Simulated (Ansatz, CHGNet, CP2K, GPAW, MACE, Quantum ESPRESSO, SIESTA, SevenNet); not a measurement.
## Finding the fault: GPAW, random packing of Al88Ni5Y8 (at. %) (105 atoms)

Program: GPAW 26.7.0, a calculation on a cell of 92 Al, 5 Ni and 8 Y, 18.5 Å³ an atom.

Contents of run.py:

```python
import numpy as np
from ase.io import read
from gpaw import GPAW, FermiDirac

atoms = read("structure.xyz")
atoms.calc = GPAW(
    mode="lcao",
    basis="dzp",
    h=0.45,
    xc="PBE",
    kpts={"size": (1, 1, 1), "gamma": True},
    occupations=FermiDirac(0.05),
    maxiter=60,
    symmetry={"point_group": False},
    txt="gpaw.txt",
)
energy = atoms.get_potential_energy(force_consistent=True)
forces = atoms.get_forces()
print(f"energy {energy:.6f} eV")
print("forces (eV/A)")
for i, (a, f) in enumerate(zip(atoms, forces)):
    print(f"{i:4d} {a.symbol:2s} {f[0]:10.5f} {f[1]:10.5f} {f[2]:10.5f}")
print(f"Fermi level {atoms.calc.get_fermi_level():.4f} eV")
for k in range(len(atoms.calc.get_ibz_k_points())):
    for s in range(atoms.calc.get_number_of_spins()):
        e = atoms.calc.get_eigenvalues(kpt=k, spin=s)
        n = np.searchsorted(e, atoms.calc.get_fermi_level())
        print(f"k {k} spin {s} levels about the Fermi level:", np.round(e[max(n - 6, 0):n], 4).tolist(), "|", np.round(e[n:n + 6], 4).tolist())
```

Contents of structure.xyz:

```xyz
105
Lattice="12.47570 0.00000 0.00000 0.00000 12.47570 0.00000 0.00000 0.00000 12.47570" Properties=species:S:1:pos:R:3:initial_magmoms:R:1 pbc="T T T"
Al 8.83142 9.64721 4.92853 0.0
Al 3.27200 6.52092 1.43545 0.0
Al 5.98260 6.07454 5.48494 0.0
Al 8.92749 11.28801 9.32858 0.0
Al 9.12049 1.74298 6.78304 0.0
Al 8.96566 9.15242 12.00499 0.0
Al 3.50293 9.19734 1.56021 0.0
Al 11.06432 4.41889 7.24352 0.0
Al 2.11476 3.91937 7.85458 0.0
Al 1.83879 8.87471 3.42196 0.0
Al 7.25050 6.44507 1.79201 0.0
Al 4.59218 4.11785 2.63836 0.0
Al 2.22180 8.65140 10.15035 0.0
Al 8.10209 1.34775 8.97452 0.0
Al 2.22566 0.52273 2.47181 0.0
Al 11.81050 9.93428 7.10404 0.0
Al 10.11991 6.49510 8.71315 0.0
Al 9.45446 4.59293 10.84276 0.0
Al 0.31476 8.62058 8.72575 0.0
Al 5.62168 10.23731 0.16131 0.0
Al 6.39454 12.11964 1.42061 0.0
Al 2.09754 11.13968 10.79198 0.0
Al 6.65753 1.86549 7.20347 0.0
Al 11.77818 0.26386 2.51822 0.0
Al 7.92020 6.00780 7.52372 0.0
Al 6.31532 9.21405 8.10958 0.0
Al 6.20417 12.07897 6.62460 0.0
Al 0.58823 5.60009 6.96381 0.0
Al 3.41647 1.09449 7.16068 0.0
Al 0.58224 2.03404 11.20480 0.0
Al 5.24129 1.32542 0.31763 0.0
Al 6.64106 3.83678 1.44244 0.0
Al 1.09362 6.59141 3.88631 0.0
Al 9.99566 4.53454 5.05727 0.0
Al 4.01031 8.64840 8.11869 0.0
Al 0.33160 0.36317 0.49703 0.0
Al 7.77860 8.39789 10.14025 0.0
Al 11.17798 1.92899 5.61681 0.0
Al 11.56734 3.59936 10.25415 0.0
Al 3.81919 12.00000 0.64013 0.0
Al 3.04045 3.10595 11.31696 0.0
Al 8.12467 1.14976 1.74772 0.0
Al 4.29139 2.51398 8.74447 0.0
Al 0.91921 8.77366 0.25401 0.0
Al 2.36315 4.87488 2.85519 0.0
Al 6.26530 2.20895 10.15522 0.0
Al 5.10593 4.63310 9.54478 0.0
Al 5.21384 0.16668 10.08186 0.0
Al 6.43771 10.59811 10.28197 0.0
Al 1.14552 8.26291 5.53472 0.0
Al 9.93764 2.76374 8.64816 0.0
Al 12.31876 7.10828 1.86387 0.0
Al 7.59633 7.63301 4.73465 0.0
Al 7.86493 4.72380 3.29783 0.0
Al 1.47725 1.48561 8.57767 0.0
Al 0.84997 5.16831 10.10644 0.0
Al 9.84220 5.97374 2.75164 0.0
Al 0.97585 10.88280 1.90591 0.0
Al 6.24084 12.26686 3.75818 0.0
Al 11.18634 10.37167 1.33428 0.0
Al 3.03733 1.00854 10.26039 0.0
Al 0.03755 10.05304 10.90651 0.0
Al 0.89987 2.50612 6.51057 0.0
Al 8.75445 9.65445 2.16778 0.0
Al 11.32581 10.98248 9.18586 0.0
Al 2.74715 11.42575 7.79008 0.0
Al 5.00488 6.52217 3.22647 0.0
Al 1.10971 4.07656 12.23280 0.0
Al 1.65128 4.36338 5.04792 0.0
Al 11.57545 10.77027 4.87787 0.0
Al 7.66220 1.60762 11.92926 0.0
Al 5.91860 4.47965 11.74986 0.0
Al 7.96062 3.99247 8.99710 0.0
Al 3.99048 10.83739 3.21960 0.0
Al 6.61012 6.27628 9.92242 0.0
Al 7.87154 3.46899 5.66546 0.0
Al 2.73966 6.66302 11.66004 0.0
Al 2.77647 2.67042 3.27774 0.0
Al 10.35783 0.55991 9.98293 0.0
Al 1.89880 10.48333 5.84374 0.0
Al 10.74732 7.85707 0.16580 0.0
Al 5.38164 2.86879 4.42950 0.0
Al 12.20785 12.24353 7.44949 0.0
Al 3.78201 8.67747 5.62704 0.0
Al 6.35175 7.76038 12.11827 0.0
Al 11.89583 4.02765 1.40402 0.0
Al 4.81799 3.88306 6.81360 0.0
Al 5.33798 8.80260 2.93154 0.0
Al 9.55851 9.09503 8.72763 0.0
Al 9.93515 12.13848 7.41406 0.0
Al 3.16509 5.96688 6.43122 0.0
Al 11.09402 5.56591 12.34645 0.0
Ni 8.81620 8.07839 6.71604 0.6
Ni 7.45273 1.85289 3.94432 0.6
Ni 5.32862 10.38652 5.08784 0.6
Ni 0.90524 0.17017 5.40061 0.6
Ni 11.02590 8.20040 10.30455 0.6
Y 9.01319 11.85840 11.92689 0.0
Y 10.01749 2.35866 0.41457 0.0
Y 0.15170 2.63849 3.55869 0.0
Y 9.99029 2.24388 3.18779 0.0
Y 9.04576 12.27908 4.74364 0.0
Y 11.10075 7.93242 4.11137 0.0
Y 3.82318 0.60707 4.54615 0.0
Y 2.98094 6.19119 8.97901 0.0
```

The run is started by

```bash
> OMP_NUM_THREADS=1 python run.py > output.txt
```

The log of the run:

```text
energy -324.071501 eV
forces (eV/A)
   0 Al    0.30957    0.62577    0.69678
   1 Al    0.29862    1.27944    0.17660
   2 Al   -1.18043   -2.05924    1.49962
   3 Al   -4.36308   -1.09695    0.19569
   4 Al   -1.42091    0.46865   -2.39533
   5 Al   -0.98819    0.49937    0.82422
   6 Al   -1.90359   -0.36410   -3.49199
   7 Al   -0.27386   -0.50217    0.80848
   8 Al    1.25957   -0.16670    1.52891
   9 Al    0.20610    1.62876   -1.57076
  10 Al   -0.04499    1.59972   -1.22679
  11 Al    0.35180    0.93561   -2.11717
  12 Al    1.26666    0.32517    0.84548
  13 Al    0.19007   -3.08208    2.14739
  14 Al   -1.35416   -0.91777   -1.08785
  15 Al   -1.04698   -2.72438   -2.15112
  16 Al    0.93822    0.24283    0.48298
  17 Al   -2.12905    0.53744    0.09266
  18 Al   -0.09050   -2.56048   -0.12108
  19 Al   -0.07411   -1.49360   -0.25832
  20 Al    0.25815   -2.51125   -0.60030
  21 Al    1.61834    1.22050    0.06906
  22 Al   -2.49410    1.46679   -0.91169
  23 Al   -1.71016   -1.76713    2.46405
[...]
97 Y     1.33074   -1.57831    2.38325
  98 Y     3.20614    1.98968   -3.29240
  99 Y     2.57519   -0.20766    0.04766
 100 Y    -0.99289    2.72773    1.71213
 101 Y     0.96300    0.33153   -2.45869
 102 Y    -1.46005    0.72858    3.14191
 103 Y    -1.00273   -0.14689    3.76199
 104 Y     0.07529    0.72424    1.55777
Fermi level 6.1781 eV
k 0 spin 0 levels about the Fermi level: [5.9458, 6.0191, 6.0464, 6.1023, 6.1289, 6.1755] | [6.191, 6.2053, 6.2593, 6.325, 6.3438, 6.3744]
k 0 spin 1 levels about the Fermi level: [5.946, 6.0195, 6.0467, 6.1026, 6.1294, 6.1763] | [6.1915, 6.2058, 6.2595, 6.3253, 6.3441, 6.3746]
```

gpaw.txt:

```text
Input parameters:
  mode=LCAO(),
  basis={'default': 'dzp'},
  h=0.45,
  kpts=MonkhorstPack(size=(1, 1, 1), gamma=True),
  maxiter=60,
  occupations=Occupations(name='fermi-dirac', width=0.05, fixmagmom=False),
  symmetry=Symmetry(point_group=False),
  xc=XC(name='PBE')
Unit cell  # Å
| periodic |         x |         y |         z |   lengths |    angles |
|----------|-----------|-----------|-----------|-----------|-----------|
|      yes | 12.475700 |  0.000000 |  0.000000 | 12.475700 | 90.000000 |
[... lines left out ...]
  Fermi-Dirac:
[... lines left out ...]
convergence criteria:
- Maximum [total energy] change in last 3 cyles: 0.0005 eV / valence electron
[... lines left out ...]
Converged in 33 steps
[... lines left out ...]
  Free energy:    -324.071501
[... lines left out ...]
| 0.000000 | 0.000000 |  0.000380 |  # Al   0
| 0.000000 | 0.000000 | -0.000009 |  # Al   1
| 0.000000 | 0.000000 |  0.000046 |  # Al   2
[...]
| 0.000000 | 0.000000 |  0.000512 |  # Y  103
| 0.000000 | 0.000000 |  0.000062 |  # Y  104
Fermi level: 6.178
Eigenvalues  # (at kpt = [0.000, 0.000, 0.000])
| band index |      eig [eV] | occ [0-1] |      eig [eV] | occ [0-1] |
|------------|---------------|-----------|---------------|-----------|
|          0 |       -57.528 |     1.000 |       -57.529 |     1.000 |
|        ... |               |           |               |           |
|        214 |         5.922 |     0.994 |         5.922 |     0.994 |
|        215 |         5.942 |     0.991 |         5.942 |     0.991 |
[...]
|        229 |         6.468 |     0.003 |         6.468 |     0.003 |
|        ... |               |           |               |           |
|        272 |         8.142 |     0.000 |         8.143 |     0.000 |
Gap: 0.015 eV
Transition (v -> c):
  (s=1, k=0, n=221, [0.00, 0.00, 0.00]) -> (s=0, k=0, n=222, [0.00, 0.00, 0.00])
No difference between direct/indirect transitions
Force computation time: 56.084  # s
timing:  # [seconds]
  Total:  849.775  # ━━━━━━━━━━━━━━━━━━━━━━━━━━━━━━━━━━━━━━━━━━━━━━━━━━━━━━━━
  Init:    19.354  # ━╸
  SCF:    774.289  # ━━━━━━━━━━━━━━━━━━━━━━━━━━━━━━━━━━━━━━━━━━━━━━━━━━━
  Forces:  56.084  # ━━━╸
```

It took 14 min on 1 thread of Arm Neoverse V1, shared host; peak memory 0.72 GiB.

Banners, paths, timers and routine set-up lines are dropped from the logs unmarked, and long logs keep their key lines alone; longer cuts are marked.

Against a plane-wave PBE reference:

* r.m.s. difference of force components: 212.5 meV/Å
* longest difference of force vectors: 1375 meV/Å
* force difference over r.m.s. force: 15.6 %
* slope of forces against the reference's: 1.041

Q: Name the fault.

A grid far too coarse: grid spacing 0.45 Å. The sound run has grid spacing 0.2 Å.

The run converged all the same, so the exit status doesn't show the fault.

[Also dropped from logs without a mark: logging warnings of Python, and SIESTA's first energy breakdown and zero terms.]

[Logs are printed without paths, hosts, clocks, repeated set-up lines and the standing remarks that a program may print on its own settings, such as how far it seeks lower states.]

[Hosts, paths, dates, database ids (printed as entryN), source tags and the programs' standing remarks are cut or masked in the printed files.]
